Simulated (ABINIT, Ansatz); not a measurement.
**A GW chain in ABINIT: CsCaF3 (Pm-3m)**

How does a plane-wave GW calculation on CsCaF3 (Pm-3m) run from the first input to the gap?

Calculated with ABINIT 10.8.3; LDA and many-body steps on it, plane waves.

This is a report of a sequence of runs, with the program logs left out and the cost of each run kept.

## (1) The structure

It takes space group Pm-3m (No. 221, cubic). Conventional cell: a = 4.521 Å, b = 4.521 Å, c = 4.521 Å, α = 90.00°, β = 90.00°, γ = 90.00°. Nearest to Cs lie 12 F at 3.20 Å. Ca has 6 F at 2.26 Å nearest. Nearest to F lie 2 Ca at 2.26 Å and 4 Cs at 3.20 Å. Farther neighbours, and contacts between anions beyond the nearest, are not listed.

The cell and positions are those that the Materials Project relaxed with its own functionals (PBE, PBE+U or r2SCAN), kept fixed.

## (2) Ground state

This step: ABINIT 10.8.3; DFT, LDA, plane waves, norm-conserving pseudopotentials.

The ground-state density comes first.

run.abi

```
acell 3*1.0 Angstrom
rprim 
  4.520531030000 0.000000000000 0.000000000000
  0.000000000000 4.520531030000 0.000000000000
  0.000000000000 0.000000000000 4.520531030000
ntypat 3
znucl 55 20 9
natom 5
typat 1 2 3 3 3
xred 
  0.000000000000 0.000000000000 0.000000000000
  0.500000000000 0.500000000000 0.500000000000
  0.000000000000 0.500000000000 0.500000000000
  0.500000000000 0.000000000000 0.500000000000
  0.500000000000 0.500000000000 0.000000000000
pp_dirpath "pseudos"
pseudos "Cs.upf, Ca.upf, F.upf"
ecut 36
ngkpt 4 4 4
nshiftk 1
shiftk 0 0 0
kptopt 1
chksymbreak 0
nband 26
occopt 1
tolvrs 1e-10
nstep 60
prtwf 0
optforces 0
optstress 0
indata_prefix "in"
outdata_prefix "out"
tmpdata_prefix "tmp"
```

On the command line:

```
$ OMP_NUM_THREADS=1 mpirun -n 4 abinit run.abi > log
```

The job ended after 27 s (4 MPI ranks of Arm Neoverse V1, shared host; peak memory 0.36 GiB).

Numbers from this step:

| Quantity | Value |
| --- | --- |
| total energy | -3707.1393 eV |
| gap | 6.840 eV |
| k of the valence top | 0.5, 0.5, 0.5 |
| k of the conduction bottom | 0, 0, 0 |
| least direct gap | 6.864 eV |

The gap is indirect, with the least direct gap 0.02 eV higher.

## (3) Bands along the symmetry lines

Levels along a band path, at the cheap level, show where the edges lie and whether the meshes to come will hold them.

run.abi

```
acell 3*1.0 Angstrom
rprim 
  4.520531030000 0.000000000000 0.000000000000
  0.000000000000 4.520531030000 0.000000000000
  0.000000000000 0.000000000000 4.520531030000
ntypat 3
znucl 55 20 9
natom 5
typat 1 2 3 3 3
xred 
  0.000000000000 0.000000000000 0.000000000000
  0.500000000000 0.500000000000 0.500000000000
  0.000000000000 0.500000000000 0.500000000000
  0.500000000000 0.000000000000 0.500000000000
  0.500000000000 0.500000000000 0.000000000000
pp_dirpath "pseudos"
pseudos "Cs.upf, Ca.upf, F.upf"
ecut 36
iscf -2
irdden 1
kptopt 0
nkpt 50
kpt 
  0.00000000 0.00000000 0.00000000
  0.00000000 0.06250000 0.00000000
  0.00000000 0.12500000 0.00000000
  0.00000000 0.18750000 0.00000000
  0.00000000 0.25000000 0.00000000
  0.00000000 0.31250000 0.00000000
  0.00000000 0.37500000 0.00000000
  0.00000000 0.43750000 0.00000000
  0.00000000 0.50000000 0.00000000
  0.06250000 0.50000000 0.00000000
  0.12500000 0.50000000 0.00000000
  0.18750000 0.50000000 0.00000000
  0.25000000 0.50000000 0.00000000
  0.31250000 0.50000000 0.00000000
  0.37500000 0.50000000 0.00000000
  0.43750000 0.50000000 0.00000000
  0.50000000 0.50000000 0.00000000
  0.43750000 0.43750000 0.00000000
  0.37500000 0.37500000 0.00000000
  0.31250000 0.31250000 0.00000000
  0.25000000 0.25000000 0.00000000
  0.18750000 0.18750000 0.00000000
  0.12500000 0.12500000 0.00000000
  0.06250000 0.06250000 0.00000000
  0.00000000 0.00000000 0.00000000
  0.06250000 0.06250000 0.06250000
  0.12500000 0.12500000 0.12500000
  0.18750000 0.18750000 0.18750000
  0.25000000 0.25000000 0.25000000
  0.31250000 0.31250000 0.31250000
  0.37500000 0.37500000 0.37500000
  0.43750000 0.43750000 0.43750000
  0.50000000 0.50000000 0.50000000
  0.43750000 0.50000000 0.43750000
  0.37500000 0.50000000 0.37500000
  0.31250000 0.50000000 0.31250000
  0.25000000 0.50000000 0.25000000
  0.18750000 0.50000000 0.18750000
  0.12500000 0.50000000 0.12500000
  0.06250000 0.50000000 0.06250000
  0.00000000 0.50000000 0.00000000
  0.50000000 0.50000000 0.50000000
  0.50000000 0.50000000 0.43750000
  0.50000000 0.50000000 0.37500000
  0.50000000 0.50000000 0.31250000
  0.50000000 0.50000000 0.25000000
  0.50000000 0.50000000 0.18750000
  0.50000000 0.50000000 0.12500000
  0.50000000 0.50000000 0.06250000
  0.50000000 0.50000000 0.00000000
istwfk *1
nband 27
nbdbuf 2
tolwfr 1e-08
nstep 40
prtwf 0
prtvol 0
indata_prefix "in"
outdata_prefix "out"
tmpdata_prefix "tmp"
```

It took 68 s on 4 MPI ranks; peak memory 0.42 GiB.

Read from the output:

```
gap                        : 6.840 eV
k of the valence top       : 0.5, 0.5, 0.5
k of the conduction bottom : 0, 0, 0
least direct gap           : 6.864 eV
```

The gap is 6.840 eV, as in the run before at this level.

Electronic bands along the path, in eV, zero at the top of the highest filled band:

```
    point  band 17  band 18  band 19  band 20  band 21  band 22  band 23  band 24
        Γ    -0.39    -0.02    -0.02    -0.02     6.84     8.03     8.03     8.40
  halfway    -0.44    -0.41    -0.12    -0.12     7.67     8.47     8.59     8.86
        X    -0.39    -0.39    -0.26    -0.26     8.54     8.84     9.02     9.48
  halfway    -0.37    -0.37    -0.31    -0.10     8.92     8.96     9.18     9.19
        M    -0.51    -0.17    -0.17    -0.01     8.65     8.99     8.99     9.16
  halfway    -0.49    -0.31    -0.23    -0.07     8.28     8.71     8.88     9.13
        Γ    -0.39    -0.02    -0.02    -0.02     6.84     8.03     8.03     8.40
  halfway    -0.59    -0.20    -0.15    -0.15     8.81     8.97     8.97     9.22
        R    -0.46     0.00     0.00     0.00     8.82     8.82     8.82    10.02
  halfway    -0.51    -0.27    -0.14    -0.13     8.78     9.15     9.62     9.66
        X    -0.39    -0.39    -0.26    -0.26     8.54     8.84     9.02     9.48
jump to R    -0.46     0.00     0.00     0.00     8.82     8.82     8.82    10.02
  halfway    -0.55    -0.12    -0.12    -0.01     8.77     9.00     9.00     9.64
        M    -0.51    -0.17    -0.17    -0.01     8.65     8.99     8.99     9.16
```

## (4) Empty states on the mesh, 2×2×2 mesh, 186 bands

The sums over transitions need many empty states on a uniform mesh; this step solves for them.

run.abi

```
acell 3*1.0 Angstrom
rprim 
  4.520531030000 0.000000000000 0.000000000000
  0.000000000000 4.520531030000 0.000000000000
  0.000000000000 0.000000000000 4.520531030000
ntypat 3
znucl 55 20 9
natom 5
typat 1 2 3 3 3
xred 
  0.000000000000 0.000000000000 0.000000000000
  0.500000000000 0.500000000000 0.500000000000
  0.000000000000 0.500000000000 0.500000000000
  0.500000000000 0.000000000000 0.500000000000
  0.500000000000 0.500000000000 0.000000000000
pp_dirpath "pseudos"
pseudos "Cs.upf, Ca.upf, F.upf"
ecut 36
ngkpt 2 2 2
nshiftk 1
shiftk 0 0 0
kptopt 1
chksymbreak 0
iscf -2
irdden 1
istwfk *1
nband 186
nbdbuf 16
tolwfr 1e-09
nstep 60
prtvol 0
indata_prefix "in"
outdata_prefix "out"
tmpdata_prefix "tmp"
```

Elapsed: 57 s, on 4 MPI ranks; peak memory 0.43 GiB; 3.8 min of CPU time.

This step gave:

- gap: 6.840 eV
- k of the valence top: 0.5, 0.5, 0.5
- k of the conduction bottom: 0, 0, 0
- least direct gap: 6.864 eV
- k points computed: 4
- lowest point of the top converged band, above the valence top: 74.0585 eV

On this mesh the gap is 6.840 eV.

## (5) Screening, 2×2×2 mesh, 170 bands, screening to 176.9 eV

The RPA dielectric matrix is built and inverted for each q.

This step: RPA screening on LDA, plane waves, norm-conserving pseudopotentials.

run.abi, as its differences from that of step 4:

```diff
@@ -23,10 +23,11 @@
 chksymbreak 0
-iscf -2
-irdden 1
 istwfk *1
-nband 186
-nbdbuf 16
-tolwfr 1e-09
-nstep 60
-prtvol 0
+occopt 1
+irdwfk 1
+optdriver 3
+nband 170
+ecuteps 6.5
+inclvkb 2
+awtr 1
+symchi 1
 indata_prefix "in"
```

Run time: 35 s. Hardware: 4 MPI ranks; peak memory 1.3 GiB; 2.3 min of CPU time.

Read from the output:

| Quantity | Value |
| --- | --- |
| ε∞ with local fields, on this mesh | 2.394 |
| ε∞ without local fields, on this mesh | 2.671 |
| plasma frequency | 24.43 eV |
| plane waves in the screening matrix | 485 |

Local fields lower ε∞ by 10 %. On a Γ-centred mesh this coarse the value itself is usually too large, while a short band sum pulls it down.

## (6) Self-energy, 2×2×2 mesh, 170 bands, screening to 176.9 eV

The self-energy is evaluated for the states that the input lists, and the quasiparticle equation is solved.

This step: G0W0 on LDA, plane waves, norm-conserving pseudopotentials.

run.abi, as its differences from that of step 5:

```diff
@@ -26,8 +26,17 @@
 irdwfk 1
-optdriver 3
+optdriver 4
 nband 170
+gwcalctyp 0
+ecutsigx 36
+symsigma 1
+nkptgw 2
+kptgw 
+  0.5000000000 0.5000000000 0.5000000000
+  0.0000000000 0.0000000000 0.0000000000
+bdgw 
+  18 23
+  18 23
 ecuteps 6.5
-inclvkb 2
-awtr 1
-symchi 1
+irdscr 1
+ppmodel 1
 indata_prefix "in"
```

The job ended after 27 s (4 MPI ranks; peak memory 1.3 GiB).

This step gave:

```yaml
g0w0_gap_on_the_mesh: 10.19 eV
starting_gap_on_the_mesh: 6.840 eV
k_of_the_valence_top: 0.5, 0.5, 0.5
k_of_the_conduction_bottom: 0, 0, 0
z_at_the_valence_top: 0.794
z_at_the_conduction_bottom: 0.881
least_direct_g0w0_gap_on_the_computed_points: 10.22 eV
```

The gap on the mesh goes from 6.84 eV to 10.19 eV, a correction of +3.35 eV.

Limits: finite bands, cutoff and mesh; no spin-orbit coupling; coarse k mesh. v1 is the top filled band, c1 the lowest empty one. Levels before and after the correction, in eV, zero at the valence-band top of each column:

```
           conduction bottom  valence top
Kohn-Sham               6.84         0.00
     G0W0              10.19         0.00
```

```
                         level  energy (eV)
Kohn-Sham  (0.5 0.5 0.5) v3-v1        0.000
Kohn-Sham  (0.5 0.5 0.5) c1-c3        8.824
Kohn-Sham              Γ v3-v1       -0.024
Kohn-Sham                 Γ c1        6.840
Kohn-Sham              Γ c2-c3        8.029
     G0W0  (0.5 0.5 0.5) v3-v1        0.000
     G0W0  (0.5 0.5 0.5) c1-c3       12.223
     G0W0              Γ v3-v1       -0.033
     G0W0                 Γ c1       10.191
     G0W0              Γ c2-c3       11.372
```

## (7) Where the time went

Times are wall times on 4 MPI ranks of Arm Neoverse V1, shared host, good to a factor of about two.

```
                          step  time  share  memory (GiB)
                  ground state  27 s   13 %          0.36
bands along the symmetry lines  68 s   32 %          0.42
      empty states on the mesh  57 s   27 %          0.43
                     screening  35 s   16 %           1.3
                   self-energy  27 s   13 %           1.3
```

## (8) Summary of results

```json
{"LDA gap": "6.84 eV, indirect (only 24 meV under the direct gap)", "G0W0 gap on the mesh": "10.19 eV", "GW settings": "2×2×2 mesh, 170 bands, screening to 176.9 eV, Godby-Needs plasmon pole", "known limits": "short of the basis limit; no spin-orbit coupling; coarse k mesh"}
```

What this shows: G0W0 moves the gap on the mesh from 6.84 eV to 10.19 eV (+3.35 eV), with Z of 0.79 and 0.88 at the edges. Local fields lower the RPA ε∞ on this mesh from 2.67 to 2.39; a Γ-centred mesh this coarse tends to raise both, most where the direct gap is narrow, while a short band sum lowers them. Bands and cutoff are finite, so the gap stands short of the basis limit, usually by up to a few tenths of an eV; the mesh is an error of its own. The 2×2×2 mesh is coarse for this cell, which bears on the long-range parts of exchange and screening. This is the ideal cubic cell; many perovskites, halides above all, are cubic only on average, and local tilts or off-centring can widen the gap. The many-body steps are scalar-relativistic: spin-orbit coupling is not in them.

[Long decimals in the printed logs are rounded to 6 places.]

[Logs are printed without paths, hosts, clocks, repeated set-up lines and the standing remarks that a program may print on its own settings, such as how far it seeks lower states.]

[Paths, hosts, dates, memory and timing lines, banners, echoed tables and standing remarks are left out of the program output; an Ansatz launch command may be rebuilt from the run's recorded settings. Measured values are a selection of at most five: reports struck by readers or far from the other reports are left out. None is set beside runs whose start may be inverted or whose files or cutoffs have a known fault.]

[Runs of the session that timed out or met a known fault of the program may be left out.]

[Hosts, paths, dates, database ids (printed as entryN), source tags and the programs' standing remarks are cut or masked in the printed files.]

[G0W0 gaps are taken among the corrected bands and points alone; a level outside them can change the order at an edge.]

[Where Ansatz stands beside ABINIT at settings called matched, ABINIT's density can come from a denser mesh and the files from another edition; pairs whose starting gaps differed by over 0.03 eV were left out, so agreement reads better than it is.]
